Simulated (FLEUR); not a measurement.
## free-standing triangular Ni monolayer, spacing 2.629 A: parallel and opposed starts

A self-consistent run ends on one state, which hangs on the start. Several orders of free-standing triangular Ni monolayer, spacing 2.629 A are started in FLEUR and their energies compared.

Method: LDA (VWN); all-electron FLAPW film, Dirac cores, scalar-relativistic bands, in FLEUR MaX-R8.1.

Most raw output is cut from this account.

### 1. The starting structure

The cell holds 1 atom: 1 Ni. Cell: a = 2.629 Å, b = 2.629 Å, c = 14.000 Å, α = 90.0°, β = 90.0°, γ = 120.0°. Model lattice. Vacuum lies along c.

Structure file:

```xyz
1
Lattice="2.6290 0.0000 0.0000 -1.3145 2.2768 0.0000 0.0000 0.0000 14.0000" Properties=species:S:1:pos:R:3
Ni    0.0000    0.0000    7.0000
```

### 2. Run 1 (ferro +)

The parallel start is the test of whether parallel moments hold.

inpgen writes inp.xml from crystal.txt; cutoffs, mixing, functional, smearing and local orbitals are then set in the file. The k list default-1 (kpts.xml, not shown) is a Γ-centred 12×12×1 mesh; where the ranks do not divide the number of points, some are split in two of half the weight.

The input, inp.xml:

```
<?xml version="1.0" encoding="UTF-8" standalone="no"?>
<fleurInput fleurInputVersion="0.39">
   <comment>
      Ni
   </comment>
   <calculationSetup>
      <cutoffs Kmax="3.6" Gmax="10.8" GmaxXC="10.8" numbands="0"/>
      <scfLoop itmax="120" minDistance="0.00002" maxIterBroyd="15" imix="Anderson" alpha="0.03" precondParam="0.0" spinf="2.0" sdNocoIR="T"/>
      <coreElectrons ctail="T" frcor="F" kcrel="0" coretail_lmax="0"/>
      <xcFunctional name="vwn" relativisticCorrections="F"/>
      <magnetism jspins="2"/>
      <soc l_soc="F" theta="0.0" phi="0.0" spav="F"/>
      <expertModes spex="0" secvar="F"/>
      <geometryOptimization l_f="F" forcealpha="1.0" forcemix="BFGS" epsdisp="0.00001" epsforce="0.00001"/>
      <ldaU l_linMix="F" mixParam="0.05" spinf="1.0"/>
   </calculationSetup>
   <cell>
      <bzIntegration valenceElectrons="18.0" mode="hist" fermiSmearingEnergy="0.00183747">
         <kPointListSelection listName="default-1"/>
         <xi:include xmlns:xi="http://www.w3.org/2001/XInclude" href="kpts.xml"> </xi:include>
      </bzIntegration>
      <xi:include xmlns:xi="http://www.w3.org/2001/XInclude" href="sym.xml"> </xi:include>
      <filmLattice scale="1.0" dVac="5.52" dTilda="8.02">
         <bravaisMatrixFilm>
            <row-1>    4.9680902144632473    -0.0000000540461672</row-1>
            <row-2>   -2.4840450604231075     4.3024923610255268</row-2>
         </bravaisMatrixFilm>
         <vacuumEnergyParameters vacuum="1" spinUp="-.25" spinDown="-.25"/>
      </filmLattice>
   </cell>
   <atomSpecies>
      <species name="Nickel (Ni1.000" element="Ni" atomicNumber="28">
         <mtSphere radius="2.36" gridPoints="781" logIncrement="0.016"/>
         <atomicCutoffs lmax="8" lnonsphr="6"/>
         <electronConfig flipSpins="F">
            <coreConfig>(1s1/2) (2s1/2) (2p1/2) (2p3/2)</coreConfig>
            <valenceConfig>(3s1/2) (3p1/2) (3p3/2) (4s1/2) (3d3/2) (3d5/2)</valenceConfig>
            <stateOccupation state="(3d3/2)" spinUp="1.6" spinDown="1.6"/>
            <stateOccupation state="(3d5/2)" spinUp="2.9" spinDown="1.9"/>
         </electronConfig>
         <energyParameters s="4" p="4" d="3" f="4"/>
         <lo type="SCLO" l="0" n="3" eDeriv="0"/>
         <lo type="SCLO" l="1" n="3" eDeriv="0"/>
      </species>
   </atomSpecies>
   <atomGroups>
      <atomGroup species="Nickel (Ni1.000">
         <filmPos label="                   1">.0000000000 .0000000000 .0000000000</filmPos>
         <force calculate="T" relaxXYZ="TTT"/>
      </atomGroup>
   </atomGroups>
   <output dos="F" band="F" slice="F">
      <bandDOS minEnergy="-.5*Htr" maxEnergy="0.5*Htr" sigma="0.015" storeEVData="T"/>
      <plotting iplot="0" polar="F">
         <plot TwoD="T" vec1="  1.0  0.0  0.0" vec2="  0.0  1.0  0.0" vec3="  0.0  0.0  1.0" zero="  0.0  0.0 -0.5" file="plot"/>
      </plotting>
      <moessbauerParams electricFieldGradient="F" isomerShift="F" coreHyperfine="F" valenceHyperfine="F"/>
   </output>
</fleurInput>
```

The input, crystal.txt:

```
Ni
&input film=T cartesian=F /
2.62900012324  -0.00000002860  0.00000000000
-1.31450003685  2.27678090757  0.00000000000
0.00000000000  0.00000000000  1.00000000000
1.8897261246
1.0 1.0 1.0

1
28 0.00000000000  0.00000000000  0.00000000000 : 1.000

&kpt div1=12 div2=12 div3=1 gamma=T /
```

Command:

```
OMP_NUM_THREADS=1 inpgen -f crystal.txt > inpgen.log  # inp.xml is then edited as shown
OMP_NUM_THREADS=1 mpirun -n 2 fleur_MPI > fleur.log
```

It took 11 s on 2 MPI ranks of Arm Neoverse V1, shared host; peak memory 0.1 GiB.

Numbers from this step:

```yaml
free_energy: -41315.9130 eV
program_s_band_gap_on_this_mesh_in_a_metal_only_a_level_spacing: 0.008026 eV
magnetization: 0.8472 μB
final_state: ferromagnetic
largest_moment: 0.8998 μB
```

After 26 cycles the largest moment stands at 0.900 μB.

### 3. Order 2, typed as antiferro q=(0,1/2,0) +-

Another pattern of signs weighs the neighbour shells otherwise.

This order needs a doubled cell of 2 atoms. The mesh is halved along the doubled vector, so that both cells sample the same points. The k list default-1 (kpts.xml, not shown) is a Γ-centred 12×6×1 mesh.

Edit inp.xml of step 2 so:

```diff
@@ -17,3 +17,3 @@
    <cell>
-      <bzIntegration valenceElectrons="18.0" mode="hist" fermiSmearingEnergy="0.00183747">
+      <bzIntegration valenceElectrons="36.0" mode="hist" fermiSmearingEnergy="0.00183747">
          <kPointListSelection listName="default-1"/>
@@ -24,4 +24,4 @@
          <bravaisMatrixFilm>
-            <row-1>    4.9680902144632473    -0.0000000540461672</row-1>
-            <row-2>   -2.4840450604231075     4.3024923610255268</row-2>
+            <row-1>    4.9680899815733994     0.0000000000000000</row-1>
+            <row-2>   -4.9680899815733994     8.6049850713858245</row-2>
          </bravaisMatrixFilm>
@@ -44,2 +44,15 @@
       </species>
+      <species name="Nickel (Ni-1.000" element="Ni" atomicNumber="28">
+         <mtSphere radius="2.36" gridPoints="781" logIncrement="0.016"/>
+         <atomicCutoffs lmax="8" lnonsphr="6"/>
+         <electronConfig flipSpins="F">
+            <coreConfig>(1s1/2) (2s1/2) (2p1/2) (2p3/2)</coreConfig>
+            <valenceConfig>(3s1/2) (3p1/2) (3p3/2) (4s1/2) (3d3/2) (3d5/2)</valenceConfig>
+            <stateOccupation state="(3d3/2)" spinUp="1.6" spinDown="1.6"/>
+            <stateOccupation state="(3d5/2)" spinUp="1.9" spinDown="2.9"/>
+         </electronConfig>
+         <energyParameters s="4" p="4" d="3" f="4"/>
+         <lo type="SCLO" l="0" n="3" eDeriv="0"/>
+         <lo type="SCLO" l="1" n="3" eDeriv="0"/>
+      </species>
    </atomSpecies>
@@ -48,2 +61,6 @@
          <filmPos label="                   1">.0000000000 .0000000000 .0000000000</filmPos>
+         <force calculate="T" relaxXYZ="TTT"/>
+      </atomGroup>
+      <atomGroup species="Nickel (Ni-1.000">
+         <filmPos label="                   2">.0000000000 1.000/2.000 .0000000000</filmPos>
          <force calculate="T" relaxXYZ="TTT"/>
```

The input, crystal.txt:

```
Ni
&input film=T cartesian=F /
2.62900000000  0.00000000000  0.00000000000
-2.62900000000  4.55356200000  0.00000000000
0.00000000000  0.00000000000  1.00000000000
1.8897261246
1.0 1.0 1.0

2
28 0.00000000000  0.00000000000  0.00000000000 : 1.000
28 0.00000000000  0.50000000000  0.00000000000 : -1.000

&kpt div1=12 div2=6 div3=1 gamma=T /
```

Elapsed: 63 s, on 2 MPI ranks; peak memory 0.22 GiB.

Numbers from this step:

```yaml
free_energy: -82631.6421 eV
program_s_band_gap_on_this_mesh_in_a_metal_only_a_level_spacing: 4.20e-9 eV
magnetization: 0 μB
final_state: antiferromagnetic
largest_moment: 0.6798 μB
```

It lies 91.9 meV a seeded atom over the first start, and its largest moment is 0.680 μB against 0.900 μB.

### 4. Run 3 (no spin polarisation)

A spinless run gives the zero against which the gain from the moments is read.

The k list default-1 (kpts.xml, not shown) is a Γ-centred 12×12×1 mesh.

The input, inp.xml:

```
<?xml version="1.0" encoding="UTF-8" standalone="no"?>
<fleurInput fleurInputVersion="0.39">
   <comment>
      Ni
   </comment>
   <calculationSetup>
      <cutoffs Kmax="3.6" Gmax="10.8" GmaxXC="10.8" numbands="0"/>
      <scfLoop itmax="120" minDistance="0.00002" maxIterBroyd="15" imix="Anderson" alpha="0.03" precondParam="0.0" spinf="2.0" sdNocoIR="T"/>
      <coreElectrons ctail="T" frcor="F" kcrel="0" coretail_lmax="0"/>
      <xcFunctional name="vwn" relativisticCorrections="F"/>
      <magnetism jspins="1"/>
      <soc l_soc="F" theta="0.0" phi="0.0" spav="F"/>
      <expertModes spex="0" secvar="F"/>
      <geometryOptimization l_f="F" forcealpha="1.0" forcemix="BFGS" epsdisp="0.00001" epsforce="0.00001"/>
      <ldaU l_linMix="F" mixParam="0.05" spinf="1.0"/>
   </calculationSetup>
   <cell>
      <bzIntegration valenceElectrons="18.0" mode="hist" fermiSmearingEnergy="0.00183747">
         <kPointListSelection listName="default-1"/>
         <xi:include xmlns:xi="http://www.w3.org/2001/XInclude" href="kpts.xml"> </xi:include>
      </bzIntegration>
      <xi:include xmlns:xi="http://www.w3.org/2001/XInclude" href="sym.xml"> </xi:include>
      <filmLattice scale="1.0" dVac="5.52" dTilda="8.02">
         <bravaisMatrixFilm>
            <row-1>    4.9680902144632473    -0.0000000540461672</row-1>
            <row-2>   -2.4840450604231075     4.3024923610255268</row-2>
         </bravaisMatrixFilm>
         <vacuumEnergyParameters vacuum="1" spinUp="-.25" spinDown="-.25"/>
      </filmLattice>
   </cell>
   <atomSpecies>
      <species name="Nickel (Ni)" element="Ni" atomicNumber="28">
         <mtSphere radius="2.36" gridPoints="781" logIncrement="0.016"/>
         <atomicCutoffs lmax="8" lnonsphr="6"/>
         <electronConfig flipSpins="F">
            <coreConfig>(1s1/2) (2s1/2) (2p1/2) (2p3/2)</coreConfig>
            <valenceConfig>(3s1/2) (3p1/2) (3p3/2) (4s1/2) (3d3/2) (3d5/2)</valenceConfig>
            <stateOccupation state="(3d3/2)" spinUp="1.600000" spinDown="1.600000"/>
            <stateOccupation state="(3d5/2)" spinUp="2.400000" spinDown="2.400000"/>
         </electronConfig>
         <energyParameters s="4" p="4" d="3" f="4"/>
         <lo type="SCLO" l="0" n="3" eDeriv="0"/>
         <lo type="SCLO" l="1" n="3" eDeriv="0"/>
      </species>
   </atomSpecies>
   <atomGroups>
      <atomGroup species="Nickel (Ni)">
         <filmPos label="                   1">.0000000000 .0000000000 .0000000000</filmPos>
         <force calculate="T" relaxXYZ="TTT"/>
      </atomGroup>
   </atomGroups>
   <output dos="F" band="F" slice="F">
      <bandDOS minEnergy="-.5*Htr" maxEnergy="0.5*Htr" sigma="0.015" storeEVData="T"/>
      <plotting iplot="0" polar="F">
         <plot TwoD="T" vec1="  1.0  0.0  0.0" vec2="  0.0  1.0  0.0" vec3="  0.0  0.0  1.0" zero="  0.0  0.0 -0.5" file="plot"/>
      </plotting>
      <moessbauerParams electricFieldGradient="F" isomerShift="F" coreHyperfine="F" valenceHyperfine="F"/>
   </output>
</fleurInput>
```

The input, crystal.txt:

```
Ni
&input film=T cartesian=F /
2.62900012324  -0.00000002860  0.00000000000
-1.31450003685  2.27678090757  0.00000000000
0.00000000000  0.00000000000  1.00000000000
1.8897261246
1.0 1.0 1.0

1
28 0.00000000000  0.00000000000  0.00000000000

&kpt div1=12 div2=12 div3=1 gamma=T /
```

Wall time 5.7 s (2 MPI ranks); peak memory 0.09 GiB; 11 s of CPU time.

This step gave:

```
free energy                                                       : -41315.7883 eV
program's band gap on this mesh (in a metal only a level spacing) : 0.003490 eV
final state                                                       : non-magnetic (no spin polarisation)
```

It lies 125 meV a seeded atom over the first start.

### 5. Energies of the orders

Free energies are divided by the number of seeded atoms, so that cells of unlike size compare. Wavevectors q in the names are fractions of the primitive cell's reciprocal vectors.

Orders:

```
                   start        final state  typed order kept  energy over the lowest (meV a seeded atom)  largest sphere moment (μB)  net moment (μB a primitive cell)  mesh matched  CPU time (s)
                 ferro +      ferromagnetic               yes                                           0                      0.8998                            0.8472           yes         22.17
antiferro q=(0,1/2,0) +-  antiferromagnetic               yes                                       91.89                      0.6798                                 0           yes         126.6
    no spin polarisation       non-magnetic                 -                                       124.7                           0                                 0           yes         11.27
```

### 6. Spin–orbit coupling, moments along z

Spin–orbit coupling ties the spins to the lattice and lets orbital moments form.

A new self-consistent run of the start ferro +, with the moments along z.

Edit inp.xml of step 2 so:

```diff
@@ -6,3 +6,3 @@
    <calculationSetup>
-      <cutoffs Kmax="3.6" Gmax="10.8" GmaxXC="10.8" numbands="0"/>
+      <cutoffs Kmax="3.6" Gmax="10.8" GmaxXC="10.8" numbands="38"/>
       <scfLoop itmax="120" minDistance="0.00002" maxIterBroyd="15" imix="Anderson" alpha="0.03" precondParam="0.0" spinf="2.0" sdNocoIR="T"/>
@@ -11,3 +11,3 @@
       <magnetism jspins="2"/>
-      <soc l_soc="F" theta="0.0" phi="0.0" spav="F"/>
+      <soc l_soc="T" theta="0.0" phi="0.0" spav="F"/>
       <expertModes spex="0" secvar="F"/>
```

Edit crystal.txt of step 2 so:

```diff
@@ -11,2 +11,3 @@
 
+&soc 0.0000000 0.0000000 /
 &kpt div1=12 div2=12 div3=1 gamma=T /
```

Elapsed: 17 s, on 2 MPI ranks; peak memory 0.11 GiB; 35 s of CPU time.

This step gave:

```yaml
free_energy: -41315.9381 eV
program_s_band_gap_on_this_mesh_in_a_metal_only_a_level_spacing: 0 eV
magnetization: 0.8387 μB
final_state: ferromagnetic
largest_moment: 0.8906 μB
orbital_moment_along_the_spin: 0.1052 μB
```

Orbital moment in the sphere, along the spin axis by atom:

```
atom  orbital moment in the sphere, along the spin axis (μB)
 Ni1                                                   0.105
```

### 7. What came out

| Property | Result |
| --- | --- |
| lowest state found | ferromagnetic (typed ferro +) |
| largest site spin moment | 0.900 μB |
| next finished state | antiferromagnetic, 91.9 meV a seeded atom higher |
| energy gained by spin polarisation | 125 meV a seeded atom |
| orbital moment on the atom of largest spin, along its spin (spin–orbit run) | 0.105 μB |

**Reading.** The lowest state found is ferromagnetic, reached from the start ferro +, with moments up to 0.900 μB. The next finished state costs 92 meV a seeded atom. The orbital moment is parallel to the spin, as Hund's third rule has it for a shell over half filled. This is the lowest of 3 finished starts, no proof of the ground state.

[Logs and program files are shortened in this print: banners, set-up blocks, solver, clock and traceback lines can be left out without a mark of their own.]

[Logs are printed without paths, hosts, clocks, repeated set-up lines and the standing remarks that a program may print on its own settings, such as how far it seeks lower states.]

[Hosts, paths, dates, database ids (printed as entryN), source tags and the programs' standing remarks are cut or masked in the printed files.]

[Where a cell is said to come from a database of computed structures, the database is the Materials Project.]
